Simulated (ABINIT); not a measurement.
# MoS2 (P6_3/mmc): G0W0 with ABINIT, start to end, part 2 of 2

How does a plane-wave GW calculation on MoS2 (P6_3/mmc) run from the first input to the gap?

ABINIT 10.8.3; PBE and many-body steps on it, plane waves. Known limits of the many-body steps: not at the basis limit; no spin-orbit coupling; coarse k mesh.

So far. Step 2 (Ground state): The gap is indirect, with the least direct gap 0.77 eV higher. Step 3 (Empty states on the mesh, 6×6×1 mesh, 190 bands): On this mesh the gap is 0.889 eV.

The database entry behind the starting cell differs from later determinations by our own check (about 0.3 % long), so it need not match the best structure at ambient conditions.

**4. Screening, 6×6×1 mesh, 174 bands, screening to 119.7 eV**

The RPA dielectric matrix is built and inverted for each q.

This step: RPA screening on PBE, plane waves, norm-conserving pseudopotentials.

The input, run.abi:

```
acell 3*1.0 Angstrom
rprim 
  3.169000000004 -0.000000000001 0.000000000000
  -1.584500000001 2.744434504597 0.000000000000
  0.000000000000 0.000000000000 12.324000000000
ntypat 2
znucl 42 16
natom 6
typat 1 1 2 2 2 2
xred 
  0.333333333333 0.666666666667 0.250000000000
  0.666666666667 0.333333333333 0.750000000000
  0.333333333333 0.666666666667 0.623000000000
  0.666666666667 0.333333333333 0.123000000000
  0.333333333333 0.666666666667 0.877000000000
  0.666666666667 0.333333333333 0.377000000000
pp_dirpath "pseudos"
pseudos "Mo.upf, S.upf"
ecut 36
ngkpt 6 6 1
nshiftk 1
shiftk 0 0 0
kptopt 1
chksymbreak 0
istwfk *1
occopt 1
irdwfk 1
optdriver 3
nband 174
ecuteps 4.4
inclvkb 2
awtr 1
symchi 1
indata_prefix "in"
outdata_prefix "out"
tmpdata_prefix "tmp"
```

Run with:

```
> OMP_NUM_THREADS=1 mpirun -n 8 abinit run.abi > log
```

Numbers of over 12 decimals in the logs are rounded to 6 here.

Output:

```text
.Version 10.8.3 of ABINIT. v10.8.2 released Aug 2026.

 Symmetries : space group P6_3/m m c (#194); Bravais hP (primitive hexag.)
[... echo of the input left out ...]
== DATASET  1 ==================================================================
-   mpi_nproc: 8, omp_nthreads: 1 (-1 if OMP is not activated)

--- !DatasetInfo
iteration_state: {dtset: 1, }
dimensions: {natom: 6, nkpt: 7, mband: 174, nsppol: 1, nspinor: 1, nspden: 1, mpw: 7481, }
cutoff_energies: {ecut:  36.0, pawecutdg:  -1.0, }
electrons: {nelect:   5.20000000E+01, charge:   0.00000000E+00, occopt:   1.00000000E+00, tsmear:   1.00000000E-02, }

 SCREENING: Calculation of the susceptibility and dielectric matrices

 Based on a program developped by R.W. Godby, V. Olevano, G. Onida, and L. Reining.
 Incorporated in ABINIT by V. Olevano, G.-M. Rignanese, and M. Torrent.
.Using double precision arithmetic ; gwpc =  8

[... cell and pseudopotentials left out ...]
--------------------------------------------------------------------------------

 ==== K-mesh for the wavefunctions ====
 Number of points in the irreducible wedge :     7
[... list of points left out ...]
 Together with 24 symmetry operations and time-reversal symmetry
 yields    36 points in the full Brillouin Zone.

 ==== Q-mesh for the screening function ====
 Number of points in the irreducible wedge :     7
[... list of points left out ...]
 Together with 24 symmetry operations and time-reversal symmetry
 yields    36 points in the full Brillouin Zone.

 setmesh: FFT mesh size selected  =    20x   20x   90
          total number of points  =        36000

 vcoul_init : cutoff-mode = AUXILIARY_FUNCTION
 q-points for optical limit:   1
     1)      0.000010    0.000020    0.000030

- screening: taking advantage of time-reversal symmetry
- Maximum band index for partially occupied states nbvw = 26
- Remaining bands to be divided among processors   nbcw = 148
- Number of bands treated by each node ~18

 Number of electrons calculated from density =   52.0000; Expected =   52.0000
 average of density, n =  0.071892
 r_s =    1.4919
 omega_plasma =   25.8640 [eV]

 calculating chi0 at frequencies [eV] :
  1    0.000000E+00    0.000000E+00
  2    0.000000E+00    2.586399E+01

--------------------------------------------------------------------------------
  q-point number  1        q = ( 0.000000, 0.000000, 0.000000) [r.l.u.]
--------------------------------------------------------------------------------
[... chi0 elements left out ...]
 For q-point:  0.000010 0.000020 0.000030
  dielectric constant =  14.5368
  dielectric constant without local fields =  16.2954

  Average fulfillment of the sum rule on Im[epsilon] for q-point    1 :     79.06  [%]
[... wings left out ...]
  q-point number  2        q = ( 0.166667, 0.000000, 0.000000) [r.l.u.]
--------------------------------------------------------------------------------
[... chi0 elements left out ...]
  Average fulfillment of the sum rule on Im[epsilon] for q-point    2 :     81.36  [%]

 [... 5 further q-points ...]
```

The job ended after 93 s (8 MPI ranks of Intel Xeon at 2.80GHz (Skylake/Cascade Lake), shared host; peak memory 2.7 GiB).

This step gave:

| Quantity | Value |
| --- | --- |
| ε∞ with local fields, on this mesh, along the program's q direction | 14.54 |
| the same without local fields | 16.30 |
| plasma frequency | 25.86 eV |
| plane waves in the screening matrix | 315 |

Local fields lower ε∞ by 11 %. On a Γ-centred mesh this coarse the value itself is usually too large, while a short band sum pulls it down.

**5. Self-energy, 6×6×1 mesh, 174 bands, screening to 119.7 eV**

The self-energy is evaluated for the states that the input lists, and the levels follow from it, in one-shot runs by the linearised quasiparticle equation.

This step: G0W0 on PBE, plane waves, norm-conserving pseudopotentials.

run.abi, as its differences from that of step 4:

```diff
@@ -27,8 +27,19 @@
 irdwfk 1
-optdriver 3
+optdriver 4
 nband 174
+gwcalctyp 0
+ecutsigx 36
+symsigma 1
+nkptgw 3
+kptgw 
+  0.0000000000 0.0000000000 0.0000000000
+  0.1666666667 0.1666666667 0.0000000000
+  0.3333333333 0.3333333333 0.0000000000
+bdgw 
+  25 28
+  25 28
+  25 28
 ecuteps 4.4
-inclvkb 2
-awtr 1
-symchi 1
+irdscr 1
+ppmodel 1
 indata_prefix "in"
```

Output:

```text
.Version 10.8.3 of ABINIT. v10.8.2 released Aug 2026.

 Symmetries : space group P6_3/m m c (#194); Bravais hP (primitive hexag.)
[... echo of the input left out ...]
== DATASET  1 ==================================================================
-   mpi_nproc: 8, omp_nthreads: 1 (-1 if OMP is not activated)

--- !DatasetInfo
iteration_state: {dtset: 1, }
dimensions: {natom: 6, nkpt: 7, mband: 174, nsppol: 1, nspinor: 1, nspden: 1, mpw: 7481, }
cutoff_energies: {ecut:  36.0, pawecutdg:  -1.0, }
electrons: {nelect:   5.20000000E+01, charge:   0.00000000E+00, occopt:   1.00000000E+00, tsmear:   1.00000000E-02, }

 SIGMA: Calculation of the GW corrections

 Based on a program developped by R.W. Godby, V. Olevano, G. Onida, and L. Reining.
 Incorporated in ABINIT by V. Olevano, G.-M. Rignanese, and M. Torrent.
.Using double precision arithmetic ; gwpc =  8

[... cell and pseudopotentials left out ...]
--------------------------------------------------------------------------------

 ==== K-mesh for the wavefunctions ====
 Number of points in the irreducible wedge :     7
[... list of points left out ...]
 Together with 24 symmetry operations and time-reversal symmetry
 yields    36 points in the full Brillouin Zone.

 ==== Q-mesh for screening function ====
 Number of points in the irreducible wedge :     7
[... list of points left out ...]
 Together with 24 symmetry operations and time-reversal symmetry
 yields    36 points in the full Brillouin Zone.

 vcoul_init : cutoff-mode = AUXILIARY_FUNCTION
 q-points for optical limit:   1
     1)      0.000010    0.000020    0.000030
 setmesh: FFT mesh size selected  =    32x   32x  128
          total number of points  =       131072

 Number of electrons calculated from density =   52.0000; Expected =   52.0000
 average of density, n =  0.071892
 r_s =    1.4919
 omega_plasma =   25.8640 [eV]

 === KS Band Gaps ===
  >>>> For spin  1
   Minimum direct gap =   1.6539 [eV], located at k-point      :   0.3333  0.3333  0.0000
   Fundamental gap    =   0.8888 [eV], Top of valence bands at :   0.0000  0.0000  0.0000
                                       Bottom of conduction at :   0.1667  0.1667  0.0000
 SIGMA fundamental parameters:
 PLASMON POLE MODEL  1
 number of plane-waves for SigmaX                 7437
 number of plane-waves for SigmaC and W            315
 number of plane-waves for wavefunctions          7437
 number of bands                                   174
 number of independent spin polarizations            1
 number of spinorial components                      1
 number of k-points in IBZ                           7
 number of q-points in IBZ                           7
 number of symmetry operations                      24
 number of k-points in BZ                           36
 number of q-points in BZ                           36
 number of frequencies for dSigma/dE                 9
 frequency step for dSigma/dE [eV]                0.25
 number of omega for Sigma on real axis              0
 max omega for Sigma on real axis  [eV]           0.00
 zcut for avoiding poles [eV]                     0.10

 EPSILON^-1 parameters (SCR file):
 dimension of the eps^-1 matrix on file            315
 dimension of the eps^-1 matrix used               315
 number of plane-waves for wavefunctions          7437
 number of bands                                   174
 number of q-points in IBZ                           7
 number of frequencies                               2
 number of real frequencies                          1
 number of imag frequencies                          1

 matrix elements of self-energy operator (all in [eV])

 Perturbative Calculation

--- !SelfEnergy_ee
iteration_state: {dtset: 1, }
kpoint     : [   0.000,    0.000,    0.000, ]
spin       : 1
KS_gap     :    2.100
QP_gap     :    2.460
Delta_QP_KS:    0.361
data: !SigmaeeData |
     Band     E0 <VxcDFT>   SigX SigC(E0)      Z dSigC/dE  Sig(E)    E-E0       E
       25   7.290 -15.411 -16.658   1.402   0.776  -0.288 -15.290   0.120   7.410
       26   8.434 -16.391 -17.086   0.945   0.774  -0.291 -16.197   0.194   8.628
       27  10.534 -15.683 -11.194  -3.777   0.778  -0.285 -15.128   0.554  11.088
       28  10.534 -15.683 -11.194  -3.777   0.778  -0.285 -15.128   0.554  11.088

--- !SelfEnergy_ee
iteration_state: {dtset: 1, }
kpoint     : [   0.167,    0.167,    0.000, ]
spin       : 1
KS_gap     :    2.343
QP_gap     :    2.656
Delta_QP_KS:    0.312
data: !SigmaeeData |
     Band     E0 <VxcDFT>   SigX SigC(E0)      Z dSigC/dE  Sig(E)    E-E0       E
       25   6.952 -16.023 -17.484   1.658   0.773  -0.294 -15.871   0.152   7.104
       26   6.980 -16.154 -17.551   1.632   0.772  -0.295 -15.973   0.181   7.161
       27   9.323 -15.123 -11.048  -3.445   0.783  -0.277 -14.629   0.493   9.817
       28  10.062 -16.438 -11.872  -3.756   0.775  -0.290 -15.810   0.628  10.690

--- !SelfEnergy_ee
iteration_state: {dtset: 1, }
kpoint     : [   0.333,    0.333,    0.000, ]
spin       : 1
KS_gap     :    1.654
QP_gap     :    2.151
Delta_QP_KS:    0.497
data: !SigmaeeData |
     Band     E0 <VxcDFT>   SigX SigC(E0)      Z dSigC/dE  Sig(E)    E-E0       E
       25   7.670 -16.162 -16.792   0.910   0.777  -0.287 -15.944   0.218   7.888
       26   7.832 -16.516 -17.090   0.892   0.776  -0.289 -16.270   0.247   8.079
       27   9.486 -17.609 -13.378  -3.271   0.775  -0.291 -16.865   0.744  10.230
       28   9.486 -17.609 -13.378  -3.271   0.775  -0.291 -16.865   0.744  10.230

== END DATASET(S) ==============================================================
================================================================================

 -outvars: echo values of variables after computation  --------
           etotal      0.0000000000E+00
            nband         174
             nkpt           7
          spgroup         194
 [... the other variables as echoed above ...]

 Calculation completed.
```

Wall time 22 s (8 MPI ranks); peak memory 2.1 GiB.

Numbers from this step:

| Quantity | Value |
| --- | --- |
| G0W0 gap on the points computed | 1.189 eV |
| starting gap on the mesh | 0.8887 eV |
| k of the valence top | 0, 0, 0 |
| k of the conduction bottom | 0.1667, 0.1667, 0 |
| Z at the valence top | 0.774 |
| Z at the conduction bottom | 0.783 |
| least direct G0W0 gap on the computed points | 2.151 eV |

The gap on the mesh goes from 0.89 eV to 1.19 eV, a correction of +0.30 eV.

Limits: finite bands, cutoff and mesh; no spin-orbit coupling; coarse k mesh. v1 is the top filled band, c1 the lowest empty one. The levels before and after the correction (eV, zero at the valence-band top of each column):

```csv
,conduction bottom,valence top
Kohn-Sham,0.89,0.00
G0W0,1.19,0.00
```

```csv
,level,energy (eV)
Kohn-Sham,Γ v2,-1.145
Kohn-Sham,Γ v1,0.000
Kohn-Sham,Γ c1-c2,2.100
Kohn-Sham,(0.167 0.167 0) v2,-1.483
Kohn-Sham,(0.167 0.167 0) v1,-1.454
Kohn-Sham,(0.167 0.167 0) c1,0.889
Kohn-Sham,(0.167 0.167 0) c2,1.628
G0W0,Γ v2,-1.218
G0W0,Γ v1,0.000
G0W0,Γ c1-c2,2.460
G0W0,(0.167 0.167 0) v2,-1.524
G0W0,(0.167 0.167 0) v1,-1.467
G0W0,(0.167 0.167 0) c1,1.189
G0W0,(0.167 0.167 0) c2,2.062
```

**6. Where the time went**

Times are wall times on the hardware named with each run, good to a factor of about two.

```csv
step,time,share,memory (GiB)
ground state,40 s,16 %,0.88
empty states on the mesh,88 s,36 %,0.85
screening,93 s,38 %,2.7
self-energy,22 s,9 %,2.1
```

**7. Summary of results**

* PBE gap: 0.89 eV, indirect
* G0W0 gap on the mesh: 1.19 eV
* GW settings: 6×6×1 mesh, 174 bands, screening to 119.7 eV, Godby-Needs plasmon pole
* known limits: not at the basis limit; no spin-orbit coupling; coarse k mesh

G0W0 moves the gap on the mesh from 0.89 eV to 1.19 eV (+0.30 eV), with Z of 0.77 and 0.78 at the edges. Local fields lower the RPA ε∞ on this mesh from 16.30 to 14.54; a Γ-centred mesh this coarse tends to raise both, most where the direct gap is narrow, while a short band sum lowers them. Only 3 of the mesh's irreducible points were corrected, so a valley elsewhere could overtake. Bands and cutoff are finite, so the gap is not at the basis limit. The miss can reach some tenths of an eV and take either sign; the mesh is an error of its own. In the G0W0 run levels were corrected at 3 k points alone, so a gap called «on the mesh» is the least over those, and an edge elsewhere would be missed. The 6×6×1 mesh is coarse for this cell, which bears on the long-range parts of exchange and screening. The many-body steps are scalar-relativistic: spin-orbit coupling is not in them.

[Paths, hosts, dates, memory and timing lines, banners, echoed tables and standing remarks are left out of the program output.]

[Logs are printed without paths, hosts, clocks, repeated set-up lines and the standing remarks that a program may print on its own settings, such as how far it seeks lower states.]

[Runs of the session that timed out or met a known fault of the program may be left out.]

[Hosts, paths, dates, database ids (printed as entryN), source tags and the programs' standing remarks are cut or masked in the printed files.]

[G0W0 gaps are taken among the corrected bands and points alone; a level outside them can change the order at an edge.]

[Where Ansatz stands beside ABINIT at settings called matched, ABINIT's density can come from a denser mesh and the files from another edition; pairs whose starting gaps differed by over 0.03 eV were left out, so agreement reads better than it is.]
